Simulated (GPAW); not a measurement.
## GaP (F-43m): refractive index against wavelength

The refractive index of GaP (F-43m) below the direct gap (1.89 eV on the mesh) is read from one computed spectrum, n = √(Re ε).

The structure is cubic, space group F-43m (No. 216). Conventional cell: a = 5.451 Å, b = 5.451 Å, c = 5.451 Å, α = 90.00°, β = 90.00°, γ = 90.00°. Ga on site a is surrounded by 4 P at 2.36 Å. Around P on site c lie 4 Ga at 2.36 Å.

Method: GPAW 26.7.0, PBE, RPA, k-mesh 13×13×13, local fields up to 70 eV, Lorentzian half width 0.12 eV.

Launch of the response step: `OMP_NUM_THREADS=1 python df.py`. The run took 69 s, its band step included, on 1 thread of Arm Neoverse V1, on a shared host.

```tsv
wavelength (nm)	photon energy E (eV)	n
3000	0.413	3.0800
2000	0.620	3.0979
1550	0.800	3.1201
1310	0.946	3.1433
1064	1.165	?
```

In the single-oscillator model n² − 1 = E₀E_d/(E₀² − E²), so 1/(n² − 1) = E₀/E_d − E²/(E₀E_d) is linear in E².

Working, on the rows shown:

| x = E² (eV²) | y = 1/(n² − 1) |
| --- | --- |
| 0.170801 | 0.117836 |
| 0.384302 | 0.11632 |
| 0.639837 | 0.114482 |
| 0.895757 | 0.112608 |

Means: x̄ = 0.52267, ȳ = 0.11531. Σ(x − x̄)(y − ȳ) = -0.002133, Σ(x − x̄)² = 0.2959. Slope = -0.002133 / 0.2959 = -0.00721; intercept = ȳ − slope · x̄ = 0.11908. Turned back into n, the line misses the rows shown by at most 0.00018.

Task: Fill in the last column of the withheld row.

Result: At x = 1.3578 the line gives y = 0.10929, that is 3.1859. The run gave 3.1880, so the extrapolation is off by 0.0021, 1.9 % of the range in the table.

Refitted with all rows, the slope is -0.007335 and the intercept 0.11913. These give E₀ = √(intercept/−slope) = 4.03 eV and E_d = E₀/intercept = 33.8 eV; E₀ is 2.1 times the direct gap. The electronic limit at long wavelengths, without lattice vibrations, is n = √(1 + 1/intercept) = 3.065. Excitons are left out; PBE gaps are as a rule too small. The values come from a sum over the points of one k-mesh and carry its error, which grows as the direct gap shrinks. Spin-orbit coupling is left out.

[Logs are printed without paths, hosts, clocks, repeated set-up lines and the standing remarks that a program may print on its own settings, such as how far it seeks lower states.]
